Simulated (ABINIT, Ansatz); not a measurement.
## SrIBr (Pnma): bands and cutoff in G0W0 with ABINIT

What does each rung of G0W0 on SrIBr (Pnma) cost, and what does it buy?

Program: ABINIT 10.8.3. Level of theory: LDA and many-body steps on it, plane waves. Results are calculated unless marked as measured.

## Step 1: The starting structure

The structure is orthorhombic, space group Pnma (No. 62). The conventional cell has a = 8.169 Å, b = 5.132 Å, c = 11.031 Å, α = 90.00°, β = 90.00°, γ = 90.00°. Nearest to Sr lie 3 Br at 3.07 to 3.12 Å and 4 I at 3.39 to 3.51 Å. Nearest to I lie 4 Sr at 3.39 to 3.51 Å. Nearest to Br lie 3 Sr at 3.07 to 3.12 Å. Farther neighbours and most contacts between anions are not listed.

The cell and positions are those that the Materials Project relaxed with its own functionals (PBE, PBE+U or r2SCAN), kept fixed. Spin-orbit coupling is left out unless a step names it.

## Step 2: Empty states on the mesh, 2×2×1 mesh, 370 bands

This step: ABINIT 10.8.3; DFT, LDA, plane waves, norm-conserving pseudopotentials.

The sums over transitions need many empty states on a uniform mesh; this step solves for them.

The input, run.abi:

```
acell 3*1.0 Angstrom
rprim 
  8.169106000000 0.000000000000 0.000000000000
  0.000000000000 5.131914000000 0.000000000000
  0.000000000000 0.000000000000 11.030852000000
ntypat 3
znucl 38 53 35
natom 12
typat 1 1 1 1 2 2 2 2 3 3 3 3
xred 
  0.280131000000 0.750000000000 0.421100000000
  0.780131000000 0.750000000000 0.078900000000
  0.719869000000 0.250000000000 0.578900000000
  0.219869000000 0.250000000000 0.921100000000
  0.367160000000 0.750000000000 0.109521000000
  0.867160000000 0.750000000000 0.390479000000
  0.632840000000 0.250000000000 0.890479000000
  0.132840000000 0.250000000000 0.609521000000
  0.517796000000 0.750000000000 0.637160000000
  0.017796000000 0.750000000000 0.862840000000
  0.482204000000 0.250000000000 0.362840000000
  0.982204000000 0.250000000000 0.137160000000
pp_dirpath "pseudos"
pseudos "Sr.upf, I.upf, Br.upf"
ecut 31
ngkpt 2 2 1
nshiftk 1
shiftk 0 0 0
kptopt 1
chksymbreak 0
iscf -2
irdden 1
istwfk *1
nband 370
nbdbuf 32
tolwfr 1e-09
nstep 60
prtvol 0
indata_prefix "in"
outdata_prefix "out"
tmpdata_prefix "tmp"
```

On the command line:

```console
OMP_NUM_THREADS=1 mpirun -n 4 abinit run.abi > log
```

Numbers of over 12 decimals in the logs are rounded to 6 here.

The log of the run:

```text
.Version 10.8.3 of ABINIT. v10.8.2 released Aug 2026.

 Symmetries : space group Pn m a (# 62); Bravais oP (primitive ortho.)
[... echo of the input left out ...]
== DATASET  1 ==================================================================
-   mpi_nproc: 4, omp_nthreads: 1 (-1 if OMP is not activated)

--- !DatasetInfo
iteration_state: {dtset: 1, }
dimensions: {natom: 12, nkpt: 4, mband: 370, nsppol: 1, nspinor: 1, nspden: 1, mpw: 25776, }
cutoff_energies: {ecut:  31.0, pawecutdg:  -1.0, }
[...]
1.53483    1.53757    1.53802    1.54057    1.54142    1.54575    1.54890    1.55177
   1.55847    1.56063    1.56449    1.56543    1.56625    1.56853    1.57046    1.57408
   1.57656    1.58049
 prteigrs : prtvol=0 or 1, do not print more k-points.

== END DATASET(S) ==============================================================
================================================================================

 -outvars: echo values of variables after computation  --------
            nband         370
             nkpt           4
          spgroup          62
 [... the other variables as echoed above ...]

 Calculation completed.
```

Wall time 12 min (4 MPI ranks of Arm Neoverse V2, shared host); peak memory 1.3 GiB.

This step gave:

```
gap                                                           : 3.576 eV
k of the valence top                                          : 0, 0, 0
k of the conduction bottom                                    : 0, 0, 0
least direct gap                                              : 3.576 eV
k points computed                                             : 4
lowest point of the top converged band, above the valence top : 38.60 eV
```

On this mesh the gap is 3.576 eV.

The density comes from a self-consistent run that is not shown.

## Step 3: Screening, 2×2×1 mesh, 84 bands, screening to 51.7 eV

The RPA dielectric matrix is built and inverted for each q.

This step: RPA screening on LDA, plane waves, norm-conserving pseudopotentials.

Edit run.abi of step 2 so:

```diff
@@ -30,10 +30,11 @@
 chksymbreak 0
-iscf -2
-irdden 1
 istwfk *1
-nband 370
-nbdbuf 32
-tolwfr 1e-09
-nstep 60
-prtvol 0
+occopt 1
+irdwfk 1
+optdriver 3
+nband 84
+ecuteps 1.9
+inclvkb 2
+awtr 1
+symchi 1
 indata_prefix "in"
```

The log of the run:

```text
.Version 10.8.3 of ABINIT. v10.8.2 released Aug 2026.

 Symmetries : space group Pn m a (# 62); Bravais oP (primitive ortho.)
[... echo of the input left out ...]
== DATASET  1 ==================================================================
-   mpi_nproc: 4, omp_nthreads: 1 (-1 if OMP is not activated)

--- !DatasetInfo
iteration_state: {dtset: 1, }
dimensions: {natom: 12, nkpt: 4, mband: 84, nsppol: 1, nspinor: 1, nspden: 1, mpw: 25776, }
cutoff_energies: {ecut:  31.0, pawecutdg:  -1.0, }
electrons: {nelect:   9.60000000E+01, charge:   0.00000000E+00, occopt:   1.00000000E+00, tsmear:   1.00000000E-02, }

 SCREENING: Calculation of the susceptibility and dielectric matrices

 Based on a program developped by R.W. Godby, V. Olevano, G. Onida, and L. Reining.
 Incorporated in ABINIT by V. Olevano, G.-M. Rignanese, and M. Torrent.
.Using double precision arithmetic ; gwpc =  8

[... cell and pseudopotentials left out ...]
--------------------------------------------------------------------------------

 ==== K-mesh for the wavefunctions ====
 Number of points in the irreducible wedge :     4
[... list of points left out ...]
 Together with  8 symmetry operations and time-reversal symmetry
 yields     4 points in the full Brillouin Zone.

 ==== Q-mesh for the screening function ====
 Number of points in the irreducible wedge :     4
[... list of points left out ...]
 Together with  8 symmetry operations and time-reversal symmetry
 yields     4 points in the full Brillouin Zone.

 setmesh: FFT mesh size selected  =    50x   32x   72
          total number of points  =       115200

 vcoul_init : cutoff-mode = AUXILIARY_FUNCTION
 q-points for optical limit:   1
     1)      0.000010    0.000020    0.000030

- screening: taking advantage of time-reversal symmetry
- Maximum band index for partially occupied states nbvw = 48
- Remaining bands to be divided among processors   nbcw = 36
- Number of bands treated by each node ~9

 Number of electrons calculated from density =   96.0000; Expected =   96.0000
 average of density, n =  0.030762
 r_s =    1.9799
 omega_plasma =   16.9185 [eV]

 calculating chi0 at frequencies [eV] :
  1    0.000000E+00    0.000000E+00
  2    0.000000E+00    1.691848E+01

--------------------------------------------------------------------------------
  q-point number  1        q = ( 0.000000, 0.000000, 0.000000) [r.l.u.]
--------------------------------------------------------------------------------
[... chi0 elements left out ...]
 For q-point:  0.000010 0.000020 0.000030
  dielectric constant =   3.5597
  dielectric constant without local fields =   3.9776

  Average fulfillment of the sum rule on Im[epsilon] for q-point    1 :     32.21  [%]
[... wings left out ...]
  q-point number  2        q = ( 0.500000, 0.000000, 0.000000) [r.l.u.]
--------------------------------------------------------------------------------
[... chi0 elements left out ...]
  Average fulfillment of the sum rule on Im[epsilon] for q-point    2 :     40.98  [%]

 [... 2 further q-points ...]
```

Run time: 88 s. Hardware: 4 MPI ranks; peak memory 3.7 GiB.

Numbers from this step:

* ε∞ with local fields, on this mesh, along the program's q direction: 3.560
* the same without local fields: 3.978
* plasma frequency: 16.92 eV
* plane waves in the screening matrix: 379

Local fields lower ε∞ by 11 %. On a Γ-centred mesh this coarse the value itself is usually too large, while a short band sum pulls it down.

## Step 4: 84 bands, 51.7 eV

The self-energy is evaluated for the states that the input lists, and the levels follow from it, in one-shot runs by the linearised quasiparticle equation.

This step: G0W0 on LDA, plane waves, norm-conserving pseudopotentials.

Edit run.abi of step 3 so:

```diff
@@ -33,8 +33,15 @@
 irdwfk 1
-optdriver 3
+optdriver 4
 nband 84
+gwcalctyp 0
+ecutsigx 31
+symsigma 1
+nkptgw 1
+kptgw 
+  0.0000000000 0.0000000000 0.0000000000
+bdgw 
+  47 50
 ecuteps 1.9
-inclvkb 2
-awtr 1
-symchi 1
+irdscr 1
+ppmodel 1
 indata_prefix "in"
```

The log of the run:

```text
.Version 10.8.3 of ABINIT. v10.8.2 released Aug 2026.

 Symmetries : space group Pn m a (# 62); Bravais oP (primitive ortho.)
[... echo of the input left out ...]
== DATASET  1 ==================================================================
-   mpi_nproc: 4, omp_nthreads: 1 (-1 if OMP is not activated)

--- !DatasetInfo
iteration_state: {dtset: 1, }
dimensions: {natom: 12, nkpt: 4, mband: 84, nsppol: 1, nspinor: 1, nspden: 1, mpw: 25776, }
cutoff_energies: {ecut:  31.0, pawecutdg:  -1.0, }
electrons: {nelect:   9.60000000E+01, charge:   0.00000000E+00, occopt:   1.00000000E+00, tsmear:   1.00000000E-02, }

 SIGMA: Calculation of the GW corrections

 Based on a program developped by R.W. Godby, V. Olevano, G. Onida, and L. Reining.
 Incorporated in ABINIT by V. Olevano, G.-M. Rignanese, and M. Torrent.
.Using double precision arithmetic ; gwpc =  8

[... cell and pseudopotentials left out ...]
--------------------------------------------------------------------------------

 ==== K-mesh for the wavefunctions ====
 Number of points in the irreducible wedge :     4
[... list of points left out ...]
 Together with  8 symmetry operations and time-reversal symmetry
 yields     4 points in the full Brillouin Zone.

 ==== Q-mesh for screening function ====
 Number of points in the irreducible wedge :     4
[... list of points left out ...]
 Together with  8 symmetry operations and time-reversal symmetry
 yields     4 points in the full Brillouin Zone.

 vcoul_init : cutoff-mode = AUXILIARY_FUNCTION
 q-points for optical limit:   1
     1)      0.000010    0.000020    0.000030
 setmesh: FFT mesh size selected  =    80x   50x  108
          total number of points  =       432000

 Number of electrons calculated from density =   96.0000; Expected =   96.0000
 average of density, n =  0.030762
 r_s =    1.9799
 omega_plasma =   16.9185 [eV]

 === KS Band Gaps ===
  >>>> For spin  1
   Minimum direct gap =   3.5759 [eV], located at k-point      :   0.0000  0.0000  0.0000
   Fundamental gap    =   3.5759 [eV], Top of valence bands at :   0.0000  0.0000  0.0000
                                       Bottom of conduction at :   0.0000  0.0000  0.0000
 SIGMA fundamental parameters:
 PLASMON POLE MODEL  1
 number of plane-waves for SigmaX                25715
 number of plane-waves for SigmaC and W            379
 number of plane-waves for wavefunctions         25715
 number of bands                                    84
 number of independent spin polarizations            1
 number of spinorial components                      1
 number of k-points in IBZ                           4
 number of q-points in IBZ                           4
 number of symmetry operations                       8
 number of k-points in BZ                            4
 number of q-points in BZ                            4
 number of frequencies for dSigma/dE                 9
 frequency step for dSigma/dE [eV]                0.25
 number of omega for Sigma on real axis              0
 max omega for Sigma on real axis  [eV]           0.00
 zcut for avoiding poles [eV]                     0.10

 EPSILON^-1 parameters (SCR file):
 dimension of the eps^-1 matrix on file            379
 dimension of the eps^-1 matrix used               379
 number of plane-waves for wavefunctions         25715
 number of bands                                    84
 number of q-points in IBZ                           4
 number of frequencies                               2
 number of real frequencies                          1
 number of imag frequencies                          1

 matrix elements of self-energy operator (all in [eV])

 Perturbative Calculation

--- !SelfEnergy_ee
iteration_state: {dtset: 1, }
kpoint     : [   0.000,    0.000,    0.000, ]
spin       : 1
KS_gap     :    3.576
QP_gap     :    5.824
Delta_QP_KS:    2.248
data: !SigmaeeData |
     Band     E0 <VxcDFT>   SigX SigC(E0)      Z dSigC/dE  Sig(E)    E-E0       E
       47   1.380 -12.099 -15.227   2.735   0.821  -0.218 -12.422  -0.323   1.057
       48   1.471 -11.638 -14.603   2.658   0.826  -0.211 -11.892  -0.254   1.217
       49   5.047  -7.825  -3.556  -1.932   0.853  -0.172  -5.831   1.994   7.041
       50   5.551  -8.286  -3.771  -1.982   0.846  -0.182  -6.143   2.144   7.695

== END DATASET(S) ==============================================================
================================================================================

 -outvars: echo values of variables after computation  --------
           etotal      0.0000000000E+00
            nband          84
             nkpt           4
          spgroup          62
 [... the other variables as echoed above ...]

 Calculation completed.
```

The job ended after 7.9 s (4 MPI ranks; peak memory 2.2 GiB).

This step gave:

```
G0W0 gap on the points computed              : 5.824 eV
starting gap on the mesh                     : 3.576 eV
k of the valence top                         : 0, 0, 0
k of the conduction bottom                   : 0, 0, 0
Z at the valence top                         : 0.826
Z at the conduction bottom                   : 0.853
least direct G0W0 gap on the computed points : 5.824 eV
```

The gap on the mesh goes from 3.58 eV to 5.82 eV, a correction of +2.25 eV.

## Step 5: Screening, 2×2×1 mesh, 166 bands, screening to 98 eV

This step: RPA screening on LDA, plane waves, norm-conserving pseudopotentials.

Edit run.abi of step 4 so:

```diff
@@ -33,15 +33,8 @@
 irdwfk 1
-optdriver 4
-nband 84
-gwcalctyp 0
-ecutsigx 31
-symsigma 1
-nkptgw 1
-kptgw 
-  0.0000000000 0.0000000000 0.0000000000
-bdgw 
-  47 50
-ecuteps 1.9
-irdscr 1
-ppmodel 1
+optdriver 3
+nband 166
+ecuteps 3.6
+inclvkb 2
+awtr 1
+symchi 1
 indata_prefix "in"
```

The log of the run:

```text
.Version 10.8.3 of ABINIT. v10.8.2 released Aug 2026.

 Symmetries : space group Pn m a (# 62); Bravais oP (primitive ortho.)
[... echo of the input left out ...]
== DATASET  1 ==================================================================
-   mpi_nproc: 4, omp_nthreads: 1 (-1 if OMP is not activated)

--- !DatasetInfo
iteration_state: {dtset: 1, }
dimensions: {natom: 12, nkpt: 4, mband: 166, nsppol: 1, nspinor: 1, nspden: 1, mpw: 25776, }
cutoff_energies: {ecut:  31.0, pawecutdg:  -1.0, }
electrons: {nelect:   9.60000000E+01, charge:   0.00000000E+00, occopt:   1.00000000E+00, tsmear:   1.00000000E-02, }

 SCREENING: Calculation of the susceptibility and dielectric matrices

 Based on a program developped by R.W. Godby, V. Olevano, G. Onida, and L. Reining.
 Incorporated in ABINIT by V. Olevano, G.-M. Rignanese, and M. Torrent.
.Using double precision arithmetic ; gwpc =  8

[... cell and pseudopotentials left out ...]
--------------------------------------------------------------------------------

 ==== K-mesh for the wavefunctions ====
 Number of points in the irreducible wedge :     4
[... list of points left out ...]
 Together with  8 symmetry operations and time-reversal symmetry
 yields     4 points in the full Brillouin Zone.

 ==== Q-mesh for the screening function ====
 Number of points in the irreducible wedge :     4
[... list of points left out ...]
 Together with  8 symmetry operations and time-reversal symmetry
 yields     4 points in the full Brillouin Zone.

 setmesh: FFT mesh size selected  =    54x   36x   72
          total number of points  =       139968

 vcoul_init : cutoff-mode = AUXILIARY_FUNCTION
 q-points for optical limit:   1
     1)      0.000010    0.000020    0.000030

- screening: taking advantage of time-reversal symmetry
- Maximum band index for partially occupied states nbvw = 48
- Remaining bands to be divided among processors   nbcw = 118
- Number of bands treated by each node ~29

 Number of electrons calculated from density =   96.0000; Expected =   96.0000
 average of density, n =  0.030762
 r_s =    1.9799
 omega_plasma =   16.9185 [eV]

 calculating chi0 at frequencies [eV] :
  1    0.000000E+00    0.000000E+00
  2    0.000000E+00    1.691848E+01

--------------------------------------------------------------------------------
  q-point number  1        q = ( 0.000000, 0.000000, 0.000000) [r.l.u.]
--------------------------------------------------------------------------------
[... chi0 elements left out ...]
 For q-point:  0.000010 0.000020 0.000030
  dielectric constant =   3.7143
  dielectric constant without local fields =   4.4312

  Average fulfillment of the sum rule on Im[epsilon] for q-point    1 :     63.07  [%]
[... wings left out ...]
  q-point number  2        q = ( 0.500000, 0.000000, 0.000000) [r.l.u.]
--------------------------------------------------------------------------------
[... chi0 elements left out ...]
  Average fulfillment of the sum rule on Im[epsilon] for q-point    2 :     70.65  [%]

 [... 2 further q-points ...]
```

Elapsed: 5.3 min, on 4 MPI ranks; peak memory 4.9 GiB; 21 min of CPU time.

This step gave:

* ε∞ with local fields, on this mesh, along the program's q direction: 3.714
* the same without local fields: 4.431
* plasma frequency: 16.92 eV
* plane waves in the screening matrix: 993

(Continued in part 2 of 2.)

[Paths, hosts, dates, memory and timing lines, banners, echoed tables and standing remarks are left out of the program output.]

[Logs are printed without paths, hosts, clocks, repeated set-up lines and the standing remarks that a program may print on its own settings, such as how far it seeks lower states.]

[Runs of the session that timed out or met a known fault of the program may be left out.]

[Hosts, paths, dates, database ids (printed as entryN), source tags and the programs' standing remarks are cut or masked in the printed files.]

[G0W0 gaps are taken among the corrected bands and points alone; a level outside them can change the order at an edge.]

[Where Ansatz stands beside ABINIT at settings called matched, ABINIT's density can come from a denser mesh and the files from another edition; pairs whose starting gaps differed by over 0.03 eV were left out, so agreement reads better than it is.]
